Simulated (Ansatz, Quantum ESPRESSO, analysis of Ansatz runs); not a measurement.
# Na2WO4 (Fd-3m), V_Na hop (3.2 Å): attempt frequency at charge −1, part 2 of 2

Aim: the prefactor of a hop in Na2WO4 (Fd-3m) (V_Na hop (3.2 Å), charge −1) from the modes of the moving atom at the start and at the top of a path found beforehand. Model: a cell of 56 host atoms with 1 Na taken out.

Ansatz 0.2.0; plane-wave PAW DFT, PBEsol; finite-difference force constants of the moving atom alone.

So far. Step 2 (Vibrations of the moving atom at the start point): The three modes are 173, 202 and 205 cm⁻¹: all real, a minimum for this atom with the others held.

### 3. Vibrations of the moving atom at the top of the path

The same at the top, where the mode along the path should be imaginary.

qm1.top.modes/input.yaml

```yaml
crystal:
  lattice:
    - [9.1091061, 0.0, 0.0]
    - [0.0, 9.1091061, 0.0]
    - [0.0, 0.0, 9.1091061]
  atoms:
    - { symbol: Na, position: [0.00053402, 0.31675311, 0.50013268] }
    - { symbol: Na, position: [0.12679915, 0.87459668, 0.87816786] }
[... 5 atom lines left out ...]
    - { symbol: Na, position: [0.87506434, 0.61914968, 0.37465794] }
[... 4 atom lines left out ...]
    - { symbol: Na, position: [0.12607592, 0.61917083, 0.62567015] }
[... 2 atom lines left out ...]
    - { symbol: W, position: [0.26612533, 0.24655521, 0.76572058] }
[... 1 atom line left out ...]
    - { symbol: W, position: [0.7349814, 0.24655163, 0.23457676] }
[... 1 atom line left out ...]
    - { symbol: W, position: [0.00057542, -0.01550061, 0.50017015] }
[... 6 atom lines left out ...]
    - { symbol: O, position: [0.86563341, 0.64707608, 0.63501912] }
    - { symbol: O, position: [0.16053184, 0.36990379, 0.66012976] }
[... 4 atom lines left out ...]
    - { symbol: O, position: [0.13542678, 0.64707756, 0.36522577] }
[... 4 atom lines left out ...]
    - { symbol: O, position: [0.84057335, 0.36988411, 0.34017216] }
[... 3 atom lines left out ...]
    - { symbol: O, position: [0.89146721, 0.10517062, 0.60927485] }
[... 5 atom lines left out ...]
    - { symbol: O, position: [0.10968201, 0.10516727, 0.39106042] }
[... 6 atom lines left out ...]
    - { symbol: O, position: [0.88460416, 0.87744867, 0.38419974] }
  symmetry: { detect: false }
total_charge: -1
basis:
  ecutwfc: 420
  xc_grid: 2
hamiltonian:
  xc: pbesol
kpoints:
  mp_grid: { grid: [1, 1, 1], shift: [0.25, 0.25, 0.25] }
scf:
  occupations: { method: fixed }
  max_iter: 120
phonons:
  supercell: [1, 1, 1]
  displaced_sites: [0]
  amplitude: 0.02
```

Run with:

```
> ansatz run input.yaml --threads 16 --pin off --max-ram 26378MiB --backend cpu --events-out ev --progress --plain --runs-dir out
```

Numbers of over 12 decimals in the logs are rounded to 6 here.

Output:

```text
[...]
Crystal: 55 atoms, lattice volume = 755.835 Å³
Basis set: ecut = 420 eV, 14771 PW (Γ), exchange–correlation on 128×128×128 points (8 copies of the dense FFT grid, shifted against one another)
Bands: 275, of which v1, the nominal top of the filled ones, is band 220 counted from 1 (219 counted from 0)
Symmetry: 1 space group operations
k-points: 1
[...]
SCF iter   1: F=—  HF=-122168.097139 eV  |F-HF|=—  |Δ(HF+E_count)|=         —  Δρ=1.74e-2  dr2=2.03e0  ethr=1.77e-3  ⟨swp⟩=5.0  Hψ=862  notcnv=0  defer=46
[...]
SCF iter  13: F=-122167.597371 eV  HF=-122167.597371 eV  |F-HF|=4.37e-10  |Δ(HF+E_count)|=   2.37e-9  Δρ=2.51e-7  dr2=5.65e-10  ethr=1.00e-12  ⟨swp⟩=12.0  Hψ=1453  notcnv=0
SCF 1 converged in 13 iterations: F = -122167.597371 eV  dr2 = 5.65e-10
[...]
SCF iter  12: F=-122167.596394 eV  HF=-122167.596394 eV  |F-HF|=0.00e0  |Δ(HF+E_count)|=  5.82e-11  Δρ=4.94e-8  dr2=1.84e-11  ethr=1.00e-12  ⟨swp⟩=3.0  Hψ=851  notcnv=0
SCF 2 converged in 12 iterations: F = -122167.596394 eV  dr2 = 1.84e-11
[...]
SCF iter   8: F=-122167.596322 eV  HF=-122167.596322 eV  |F-HF|=1.31e-10  |Δ(HF+E_count)|=  2.91e-10  Δρ=7.71e-8  dr2=5.65e-11  ethr=1.00e-12  ⟨swp⟩=3.0  Hψ=884  notcnv=0
SCF 3 converged in 8 iterations: F = -122167.596322 eV  dr2 = 5.65e-11
[...]
SCF iter  12: F=-122167.596581 eV  HF=-122167.596581 eV  |F-HF|=1.46e-11  |Δ(HF+E_count)|=  4.37e-11  Δρ=5.06e-8  dr2=1.95e-11  ethr=1.00e-12  ⟨swp⟩=3.0  Hψ=849  notcnv=0
SCF 4 converged in 12 iterations: F = -122167.596581 eV  dr2 = 1.95e-11
[...]
SCF iter   8: F=-122167.596606 eV  HF=-122167.596606 eV  |F-HF|=1.16e-10  |Δ(HF+E_count)|=  3.06e-10  Δρ=8.16e-8  dr2=6.52e-11  ethr=1.00e-12  ⟨swp⟩=3.0  Hψ=888  notcnv=0
SCF 5 converged in 8 iterations: F = -122167.596606 eV  dr2 = 6.52e-11
[...]
SCF iter  12: F=-122167.596393 eV  HF=-122167.596393 eV  |F-HF|=2.91e-11  |Δ(HF+E_count)|=    0.00e0  Δρ=4.92e-8  dr2=1.81e-11  ethr=1.00e-12  ⟨swp⟩=3.0  Hψ=851  notcnv=0
SCF 6 converged in 12 iterations: F = -122167.596393 eV  dr2 = 1.81e-11
[...]
SCF iter   8: F=-122167.596322 eV  HF=-122167.596322 eV  |F-HF|=5.82e-11  |Δ(HF+E_count)|=  2.91e-10  Δρ=7.72e-8  dr2=5.66e-11  ethr=1.00e-12  ⟨swp⟩=3.0  Hψ=884  notcnv=0
SCF 7 converged in 8 iterations: F = -122167.596322 eV  dr2 = 5.66e-11
SCF converged after 13 iterations
Free energy (F): -122167.597371 eV
[...]
Internal energy: -122167.597371 eV  (E = F + TS)
E sigma→0 (E₀):  -122167.597371 eV
Fermi energy:    4.215552 eV
[...]
--- Forces (eV/Å), atoms counted from 1 ---
  atom   1  Na     0.00180321    -0.00154114     0.00178846
  atom   2  Na    -0.00161611     0.00059814    -0.00165632
  [... 5 atoms left out ...]
  atom   8  Na    -0.00132496    -0.00040938    -0.00135717
  [... 4 atoms left out ...]
  atom  13  Na     0.00115929    -0.00063899     0.00111523
  [... 6 atoms left out ...]
  atom  20  W      0.00015579     0.02707054     0.00007364
  [... 6 atoms left out ...]
  atom  27  O     -0.00077755    -0.00018726     0.00077145
  atom  28  O     -0.00681681    -0.00088158    -0.00686322
  [... 4 atoms left out ...]
  atom  33  O      0.00073946    -0.00020194    -0.00074390
  [... 4 atoms left out ...]
  atom  38  O      0.00431306    -0.00128514     0.00425743
  [... 3 atoms left out ...]
  atom  42  O      0.00494194    -0.00526750    -0.00477770
  [... 5 atoms left out ...]
  atom  48  O     -0.00483453    -0.00520403     0.00499578
  [... 7 atoms left out ...]
  max |Σ_I F_I| component: 1.19e-5 eV/Å
--- Band table (eV) ---
[...]
transpose residual: 1.4e-6 eV/Å²
[...]
frequencies among the named sites at Γ of the cell (cm⁻¹): -34.25 214.51 347.98
  unstable modes among the named sites: 1
  frequencies as built, with no sum rule (cm⁻¹): -34.26 214.52 347.98
  zero-point energy: 0.034870 eV/cell   skipped modes (ω ≤ 0): 1, of them read as no rigid motion or as one in doubt: 1 (1.000e0 modes/cell left out, lowest -34.25 cm⁻¹)
[...]
```

The job ended after 48 s (16 threads of Arm Neoverse N1, shared host; peak memory 1.5 GiB).

This step gave:

```yaml
free_energy: -122167.5974 eV
frequencies_of_moving_atom: -34.25, 214.5, 348.0 cm⁻¹ (negative: imaginary)
```

The three modes are 34i, 215 and 348 cm⁻¹: one imaginary, a saddle of first order for this atom with the others held.

### 4. Attempt frequency and hop rate

Analysis of the runs above: harmonic transition-state theory from the moving atom's modes alone (Vineyard), PBEsol.

It gives:

- attempt frequency: 2.880 THz

Hop rate against temperature:

```tsv
temperature (K)	hop rate (1/s)
200	0.144
300	3914
400	6.4e5
600	1.1e8
800	1.4e9
1000	6.3e9
```

### 5. Outcome

| Property | Result |
| --- | --- |
| attempt frequency (attempt frequency and hop rate) | 2.88 THz |

What this shows: The attempt frequency, the product of the three frequencies at the start over that of the two real ones at the top (Vineyard), is 2.9 THz. With the barrier of 0.53 eV it gives 1.1e+08 hops a second at 600 K along this one path; equivalent neighbouring sites multiply that. The host's atoms were held, though they move along the path too, so the prefactor is rough. What this leaves open: one k-point off the zone centre stands for the whole zone; spin–orbit coupling, which can matter with heavy atoms, is left out.

[Logs are printed without paths, hosts, clocks, repeated set-up lines and the standing remarks that a program may print on its own settings, such as how far it seeks lower states.]

[Hosts, paths, dates, database ids (printed as entryN), source tags and the programs' standing remarks are cut or masked in the printed files.]
